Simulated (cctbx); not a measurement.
**Which space group?**

Cell: a = 4.6620 Å, b = 6.0490 Å, c = 10.0680 Å, α = 90.00°, β = 90.00°, γ = 90.00°. Expected content of the cell: Sb2 Mn6 V2 Mg6.

The data are simulated with cctbx, not measured: Mo Kα, λ = 0.71073 Å, to d = 0.8 Å, 50 % of the full sphere, strongest reflection 40000 counts, noise from counting, a 4 % proportional error and a noise floor of 4 counts (s.d.); no absorption.

Tests on the unmerged data give:

```text
1154 reflections to d = 0.802 A
centring   violations  <I/sigma> of those
    A          0 of   560      0.0
    B        272 of   579      9.2
    C        272 of   555      9.7
    I        290 of   570     10.0
    R        385 of   754     10.2
    F        272 of   847      6.3
Laue class    unique    Rint  (classes that these axes allow; Friedel mates merged)
A 1 2/m 1         294   0.028
A 1 1 2/m         290   0.029
A m m m           185   0.030
space group    extra absences  I>4sigma  <I/sigma>
A 2 2 2                 0          0         -  acentric
A 2 m m                 0          0         -  acentric
A m m 2                 0          0         -  acentric
A m 2 m                 0          0         -  acentric
A m m m                 0          0         -  centric
Wilson B = 0.52 A^2   <|E^2-1|> = 0.845 (0.968 centric, 0.736 acentric)   E^2>4: 3.2 %
shell (A)         n   <I/sigma>
 5.19 - 1.59     29     31.5
 1.59 - 1.27     24     30.1
 1.27 - 1.11     24     35.8
 1.11 - 1.01     21     28.8
 1.01 - 0.94     19     28.4
 0.94 - 0.88     26     30.2
 0.88 - 0.84     17     29.1
 0.84 - 0.80     25     30.6
```

**Question.** What are the lattice type, the Laue class and the likely space group?

The reflections that A centring forbids are absent (⟨I/σ⟩ near 0), so the lattice is A.

Rint stays low (0.028 to 0.030) up to A m m m, the highest class in these axes.

5 settings pass the absence test. No glide or screw absences show, which leaves A 2 2 2, A 2 m m, A m m 2, A m 2 m and A m m m.

⟨|E²−1|⟩ = 0.845 lies between the two ideal values. The Wilson B of 0.52 Å² means U ≈ 0.0066 Å².

The true group is Amm2 (no. 38), Laue class mmm, non-centrosymmetric. The tables only narrow the choice to the tied entries; cell content, site symmetry and trial solutions must settle it.

The model was made for the exercise: a known structure type with other elements put in, its volume estimated, not relaxed; displacement parameters are assumed.

[Logs are printed without paths, hosts, clocks, repeated set-up lines and the standing remarks that a program may print on its own settings, such as how far it seeks lower states.]
